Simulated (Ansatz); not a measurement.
# BaCd2GaPb: relaxing a made-up structure, part 2 of 2

Starting from a made-up structure for BaCd2GaPb, the aim is the relaxed cell, its shortest contacts and, where a second run follows, its electronic structure.

Ansatz 0.2.0; DFT, r2SCAN, plane-wave PAW, files of the set soft_1, scalar-relativistic, no spin, cell and ions relaxed at zero pressure; PAW set soft_1 (the session's first sound run).

So far: The structure; Relaxation of the guess. The relaxed cell has a = 4.810, c = 12.106 Å (conventional setting).

### 3. Bands of the relaxed cell

With the geometry fixed, one more self-consistent run, with a narrower smearing and the mesh shown in its input, gives the bands, and its pressure, and its forces where symmetry allows any, show how far the geometry depends on these settings.

This step: DFT, r2SCAN, plane-wave PAW, files of the set soft_1, scalar-relativistic, no spin, bands and density of states at the relaxed cell; PAW set soft_1 (Ansatz 0.2.0).

The input, input.yaml:

```yaml
crystal:
  lattice:
    - [-2.4047552696, 2.4047552696, 6.0532460448]
    - [2.4047552696, -2.4047552696, 6.0532460448]
    - [2.4047552696, 2.4047552696, -6.0532460448]
  atoms:
    - { symbol: Pb, position: [0.3910819567, 0.3910819567, 0.0] }
    - { symbol: Ba, position: [1.0020799485, 1.0020799485, 0.0] }
    - { symbol: Cd, position: [0.2386045449, 0.7386045449, 0.5] }
    - { symbol: Cd, position: [0.7386045449, 0.2386045449, 0.5] }
    - { symbol: Ga, position: [0.6230290049, 0.6230290049, 0.0] }
kpoints:
  mp_grid: { grid: [10, 10, 10] }
  band_path:
    path:
      - [[0.0, 0.0, 0.0], [-0.5, 0.5, 0.0], [-0.5, 0.5, -0.07891056], [-0.28945528, 0.28945528, -0.28945528], [0.0, 0.0, 0.0], [0.5, 0.5, -0.5], [0.28945528, 0.71054472, -0.71054472], [0.0, 0.5, -0.5], [-0.25, 0.75, -0.25], [0.07891056, 0.92108944, -0.5], [0.5, 0.5, -0.5]]
      - [[-0.5, 0.5, 0.0], [-0.25, 0.75, -0.25]]
    npoints: 7
scf:
  occupations: { method: fermi_dirac, width: 0.03 }
  n_extra_bands: 9
hamiltonian:
  xc: r2scan
  pseudopotentials: { kind: paw, azcp: { folder: soft_1 } }
output:
  forces: true
  stress: true
  write_bands: true
  dos: { projected: true }
  write_density: true
  write_potential: true
  elf: true
  volumetric_format: npy
```

The run is started by

```sh
> ansatz run input.yaml --threads 4 --pin off --max-ram 8192MiB --backend cpu --events-out ev --progress --plain --runs-dir out
```

Numbers of over 12 decimals in the logs are rounded to 6 here.

Log:

```text
[...]
Crystal: 5 atoms, lattice volume = 140.020 Å³
Basis set: ecut = 500 eV, 3559 PW (Γ), exchange–correlation on 216×216×216 points (64 copies of the dense FFT grid, shifted against one another)
Bands: 48, of which v1, the nominal top of the filled ones, is band 39 counted from 1 (38 counted from 0)
Symmetry: 8 space group operations
[...]
k-points: 102 of 1000 (time reversal used)
[...]
SCF iter   1: F=—  HF=-38218.225614 eV  |F-HF|=—  |Δ(HF+E_count)|=         —  Δρ=3.81e-2  dr2=7.26e0  dr2_τ=5.18e-2  ethr=3.10e-3  ⟨swp⟩=11.8  Hψ=24960  notcnv=0  defer=2
[...]
SCF iter  11: F=-38216.428846 eV  HF=-38216.428846 eV  |F-HF|=1.10e-8  |Δ(HF+E_count)|=   1.55e-8  Δρ=3.81e-6  dr2=2.98e-8  dr2_τ=4.57e-10  ethr=1.30e-10  ⟨swp⟩=17.6  Hψ=39194  notcnv=0
SCF 1 converged in 11 iterations: F = -38216.428846 eV  dr2 = 2.98e-8
[...]
NSCF: frozen V_eff on 79 k-points
SCF converged after 11 iterations
Free energy (F): -38216.428846 eV
[...]
Internal energy: -38216.423917 eV  (E = F + TS)
E sigma→0 (E₀):  -38216.426382 eV
Entropy (-TS):   -0.004929 eV (-0.986 meV/atom)
Fermi energy:    10.720556 eV
[...]
--- Forces (eV/Å), atoms counted from 1 ---
  atom   1  Pb     0.00000000    -0.00000000     0.00326232
  atom   2  Ba     0.00000000    -0.00000000     0.01247529
  atom   3  Cd    -0.00000000     0.00000000     0.00341307
  atom   4  Cd     0.00000000     0.00000000     0.00341307
  atom   5  Ga    -0.00000000     0.00000000    -0.02255291
  max |Σ_I F_I| component: 1.08e-5 eV/Å
--- Stress (GPa, compression-positive) ---
       -0.018581       0.000000      -0.000000
        0.000000      -0.018581       0.000000
       -0.000000       0.000000       0.098605
  P = ⅓ Tr σ = 0.0205 GPa (0.205 kbar)
--- Band table (eV; the first three rows and the last of 102) ---
  k-point 0: bands = [... 35 lower, 9.4747, 9.4747, 10.8301, 11.3773, 11.3963, 11.3963, 13.4771, 13.6400, ... 5 higher]
  k-point 1: bands = [... 35 lower, 8.7232, 9.5213, 10.4875, 10.6202, 11.9855, 12.3804, 13.4270, 13.9697, ... 5 higher]
  k-point 2: bands = [... 35 lower, 7.8119, 9.5387, 9.7769, 9.9025, 13.4901, 13.5025, 13.6990, 13.8938, ... 5 higher]
  k-point 101: bands = [... 35 lower, 9.3832, 10.1440, 10.4241, 10.7463, 12.1002, 12.2381, 12.2381, 13.8192, ... 5 higher]
```

It took 82 s on 4 threads of Arm Neoverse V1, shared host; peak memory 1.5 GiB.

In the SCF lines HF is the Harris–Foulkes energy and dr2 the Hartree energy of the density residual, in eV; the loop may stop once dr2 is under the threshold and the program's other checks hold. Hψ counts applications of the Hamiltonian.

This step gave:

```
free energy             : -38216.4288 eV
energy at zero smearing : -38216.4264 eV
smearing term TS        : 0.004929 eV
Fermi energy            : 10.72 eV
pressure                : 0.02048 GPa
```

From bands.tsv, the bands that come nearest the Fermi level along the path, at its corners, in eV from the Fermi level:

| point | band 36 | band 37 | band 38 | band 39 | band 40 | band 41 | band 42 | band 43 |
| --- | --- | --- | --- | --- | --- | --- | --- | --- |
| Γ | -1.25 | -1.25 | 0.11 | 0.66 | 0.68 | 0.68 | 2.76 | 2.92 |
| X | -4.00 | -2.50 | -1.55 | -1.42 | 1.10 | 2.80 | 2.81 | 4.10 |
| Y | -3.58 | -2.52 | -1.59 | -1.31 | 1.06 | 2.74 | 2.80 | 4.39 |
| S | -2.12 | -1.05 | -1.00 | 1.25 | 1.58 | 1.84 | 1.98 | 2.60 |
| Γ | -1.25 | -1.25 | 0.11 | 0.66 | 0.68 | 0.68 | 2.76 | 2.92 |
| Z | -1.34 | -0.58 | -0.30 | 0.03 | 1.38 | 1.52 | 1.52 | 3.10 |
| S1 | -2.12 | -1.05 | -1.00 | 1.25 | 1.58 | 1.84 | 1.98 | 2.60 |
| N | -3.37 | -0.89 | -0.14 | 0.59 | 0.88 | 1.58 | 2.38 | 2.48 |
| P | -4.04 | -2.32 | -1.49 | -1.49 | 0.42 | 3.35 | 3.35 | 4.24 |
| Y1 | -3.58 | -2.52 | -1.59 | -1.31 | 1.06 | 2.74 | 2.80 | 4.39 |
| Z | -1.34 | -0.58 | -0.30 | 0.03 | 1.38 | 1.52 | 1.52 | 3.10 |
| X | -4.00 | -2.50 | -1.55 | -1.42 | 1.10 | 2.80 | 2.81 | 4.10 |
| P | -4.04 | -2.32 | -1.49 | -1.49 | 0.42 | 3.35 | 3.35 | 4.24 |

Counts of states for the cell as run, both spins, by energy window (eV from the Fermi level):

```csv
from,to,total
-8,-7,0.24
-7,-6,1.57
-6,-5,0.18
-5,-4,0.99
-4,-3,1.68
-3,-2,1.44
-2,-1,2.88
-1,0,2.05
0,1,1.45
1,2,2.01
2,3,3.41
3,4,3.64
```

Below -8 eV lie 66.0 more states.

ELF in the ac plane of the conventional cell at fractional y = 0.000, with atoms of Pb and Ba and Cd and Ga within 0.2 Å of it. It is the smooth field of the valence electrons, not physical close to the nuclei.

Values, 24 rows by 14 columns, each cell a mean:
```
0.24 0.57 0.84 0.66 0.20 0.04 0.06 0.07 0.05 0.08 0.44 0.81 0.78 0.34
0.83 0.81 0.67 0.33 0.09 0.08 0.15 0.17 0.12 0.06 0.17 0.53 0.78 0.83
0.44 0.34 0.17 0.07 0.11 0.20 0.26 0.27 0.24 0.15 0.08 0.10 0.26 0.41
0.03 0.04 0.06 0.12 0.19 0.22 0.22 0.22 0.22 0.21 0.16 0.08 0.04 0.03
0.06 0.08 0.14 0.19 0.21 0.26 0.31 0.33 0.28 0.23 0.20 0.16 0.11 0.07
0.19 0.21 0.22 0.20 0.25 0.40 0.66 0.74 0.51 0.31 0.21 0.21 0.22 0.20
0.29 0.32 0.34 0.24 0.25 0.41 0.73 0.82 0.55 0.31 0.22 0.30 0.34 0.30
0.20 0.25 0.34 0.36 0.25 0.27 0.36 0.39 0.31 0.25 0.31 0.37 0.29 0.21
0.07 0.10 0.27 0.40 0.41 0.29 0.25 0.25 0.26 0.35 0.44 0.33 0.18 0.05
0.07 0.13 0.27 0.40 0.47 0.40 0.32 0.31 0.36 0.44 0.46 0.32 0.20 0.07
0.25 0.29 0.36 0.42 0.37 0.25 0.18 0.16 0.21 0.32 0.41 0.39 0.32 0.27
0.42 0.43 0.43 0.39 0.28 0.15 0.07 0.06 0.10 0.21 0.34 0.42 0.44 0.42
0.36 0.38 0.39 0.40 0.35 0.21 0.10 0.08 0.15 0.29 0.39 0.40 0.38 0.37
0.15 0.27 0.39 0.41 0.43 0.35 0.22 0.19 0.28 0.40 0.42 0.40 0.34 0.19
0.01 0.13 0.36 0.40 0.44 0.40 0.31 0.28 0.35 0.44 0.41 0.39 0.25 0.04
0.19 0.29 0.37 0.38 0.36 0.27 0.22 0.22 0.24 0.32 0.38 0.38 0.35 0.23
0.38 0.37 0.35 0.30 0.22 0.24 0.31 0.33 0.27 0.21 0.25 0.33 0.36 0.38
0.27 0.27 0.24 0.19 0.24 0.39 0.66 0.74 0.51 0.30 0.19 0.22 0.26 0.27
0.12 0.14 0.17 0.19 0.27 0.42 0.73 0.82 0.56 0.33 0.22 0.18 0.15 0.12
0.04 0.06 0.13 0.21 0.24 0.29 0.36 0.40 0.33 0.26 0.22 0.17 0.09 0.05
0.11 0.08 0.06 0.13 0.22 0.25 0.25 0.25 0.25 0.24 0.17 0.09 0.08 0.10
0.68 0.59 0.36 0.13 0.10 0.21 0.29 0.30 0.26 0.15 0.10 0.24 0.49 0.65
0.67 0.81 0.80 0.50 0.12 0.07 0.13 0.15 0.09 0.07 0.30 0.70 0.82 0.71
0.03 0.40 0.84 0.72 0.24 0.04 0.05 0.05 0.04 0.10 0.51 0.84 0.68 0.13
```
Columns run along a (4.8 Å), rows up along c (12.1 Å), edges of the conventional cell, whose origin can differ from the input's. Atoms in or near the plane, at fractional coordinates: Pb at (0.00, 0.39), Ba at (0.00, 0.00), Cd at (0.50, 0.24), Cd at (0.50, 0.74), Ga at (0.00, 0.62).

Valence density in the ac plane of the conventional cell at fractional y = 0.000, with atoms of Pb and Ba and Cd and Ga within 0.2 Å of it. It is the smooth field of the valence electrons, not physical close to the nuclei.

Values in e/Å³, 24 rows by 14 columns, each cell a mean:
```
 1  1  1  0  0  0  0  0  0  0  0  1  1  1
 1  1  0  0  0  0  0  0  0  0  0  0  1  1
 0  0  0  0  0  0  0  0  0  0  0  0  0  0
 0  0  0  0  0  0  0  0  0  0  0  0  0  0
 0  0  0  0  0  1  2  2  1  0  0  0  0  0
 0  0  0  0  1  4 13 16  8  2  0  0  0  0
 0  0  0  0  1  5 16 20 10  2  0  0  0  0
 1  1  0  0  0  1  3  4  2  1  0  0  0  1
28  6  1  0  0  0  0  0  0  0  0  0  2 17
18  4  1  0  0  0  0  0  0  0  0  0  2 11
 1  0  0  0  0  0  0  0  0  0  0  0  0  1
 0  0  0  0  0  0  0  0  0  0  0  0  0  0
 1  1  0  0  0  0  0  0  0  0  0  0  0  1
 4  3  1  0  0  0  0  0  0  0  0  1  2  4
 8  5  2  0  0  0  0  0  0  0  0  1  3  7
 4  3  1  0  0  0  0  0  0  0  0  1  2  3
 1  0  0  0  0  1  2  2  1  0  0  0  0  1
 0  0  0  0  1  4 13 16  8  2  0  0  0  0
 0  0  0  0  1  5 16 20 10  2  0  0  0  0
 0  0  0  0  0  1  3  4  2  1  0  0  0  0
 0  0  0  0  0  0  0  0  0  0  0  0  0  0
 0  0  0  0  0  0  0  0  0  0  0  0  0  0
 1  1  1  0  0  0  0  0  0  0  0  0  1  1
 1  1  1  1  0  0  0  0  0  0  0  1  1  1
```
Columns run along a (4.8 Å), rows up along c (12.1 Å), edges of the conventional cell, whose origin can differ from the input's. Atoms in or near the plane, at fractional coordinates: Pb at (0.00, 0.39), Ba at (0.00, 0.00), Cd at (0.50, 0.24), Cd at (0.50, 0.74), Ga at (0.00, 0.62).

Electrostatic potential energy in the ac plane of the conventional cell at fractional y = 0.000, with atoms of Pb and Ba and Cd and Ga within 0.2 Å of it. With pseudopotentials it is smooth inside the atoms' cores, unlike the true potential.

Values in eV, 24 rows by 14 columns, each cell a mean:
```
-33 -32 -20   0   8  11  13  13  12  10   5 -10 -30 -33
-20 -13  -1   6  10  12  13  13  13  11   9   3  -7 -18
  5   7   9  11  12  13  13  13  13  13  11  10   8   6
 11  12  12  12  12  11  10  10  11  12  12  12  12  11
 13  13  13  12   8  -1  -8  -9  -5   4  10  12  13  13
 13  13  12  10  -1 -14 -21 -23 -18  -8   6  12  13  13
  8  10  11   9  -3 -15 -23 -25 -19 -10   5  11  10   9
  6   3   4   9   6  -4 -12 -13  -8   1   9   7   2   6
 14  13   3   7  11  10   8   7   9  11  10   3   9  14
 14  12   3   8  12  13  13  13  13  13  11   3   7  13
  4   3   7  11  13  14  13  13  14  13  13   9   4   3
  8   9  11  13  13  13  13  13  13  13  13  12  10   9
 -9  -3   6  11  13  13  13  13  13  13  12   9   2  -7
-29 -29 -14   5  11  13  14  14  13  12   9  -3 -25 -30
-22 -29 -24   1  11  13  13  13  13  12   8 -12 -30 -24
-30 -28 -12   6  11  11  10  10  11  11   9  -2 -23 -30
 -5   0   7  10   7  -1  -8  -9  -5   4   9   9   4  -4
 11  11  12   9  -2 -14 -21 -23 -18  -9   6  11  12  11
 13  13  12   9  -3 -15 -23 -25 -19 -10   5  11  13  13
 12  12  12  11   6  -4 -12 -13  -9   1   9  12  12  12
  9  10  11  11  11  10   8   7   9  11  12  11  10  10
 -2   1   6   9  11  13  13  13  13  12  10   8   3  -1
-30 -25 -10   4   9  12  13  13  13  11   7  -2 -19 -29
-33 -33 -25  -3   7  11  13  13  12  10   4 -14 -32 -33
```
Columns run along a (4.8 Å; values clipped at the 3rd and 97th percentile), rows up along c (12.1 Å), edges of the conventional cell, whose origin can differ from the input's. Atoms in or near the plane, at fractional coordinates: Pb at (0.00, 0.39), Ba at (0.00, 0.00), Cd at (0.50, 0.24), Cd at (0.50, 0.74), Ga at (0.00, 0.62).

### 4. Outcome

```json
{
 "space group, relaxed": "I4mm",
 "conventional cell": "a = 4.810, b = 4.810, c = 12.106 Å; α = 90.0°, β = 90.0°, γ = 90.0°",
 "volume per atom": "28.00 Å³ (guess 29.02)"
}
```

In words: BaCd2GaPb relaxes to I4mm with a = 4.810, b = 4.810 and c = 12.106 Å. The guessed volume was 4 % too large. The space group I4mm was held in the relaxation, so the end point is a stationary structure within it and may be a saddle against distortions or other arrangements. Bands cross the Fermi level, so it is a metal or semimetal at this level. The electron count is odd, which forces that without spin polarisation or a larger cell. On the 10×10×10 mesh with the narrower smearing (relaxed on 8×8×8) the largest force component is 0.023 eV/Å and the largest stress component is 0.099 GPa, against the relaxation's thresholds of 0.015 eV/Å and 0.05 GPa. The cutoff wasn't tested. Spin-orbit coupling is left out, which can matter for elements this heavy. No dispersion term is used, so weakly bound directions may come out too long. Nothing here tests whether the compound is stable against decomposition.

[Logs are printed without paths, hosts, clocks, repeated set-up lines and the standing remarks that a program may print on its own settings, such as how far it seeks lower states.]

[Hosts, paths, dates, database ids (printed as entryN), source tags and the programs' standing remarks are cut or masked in the printed files.]
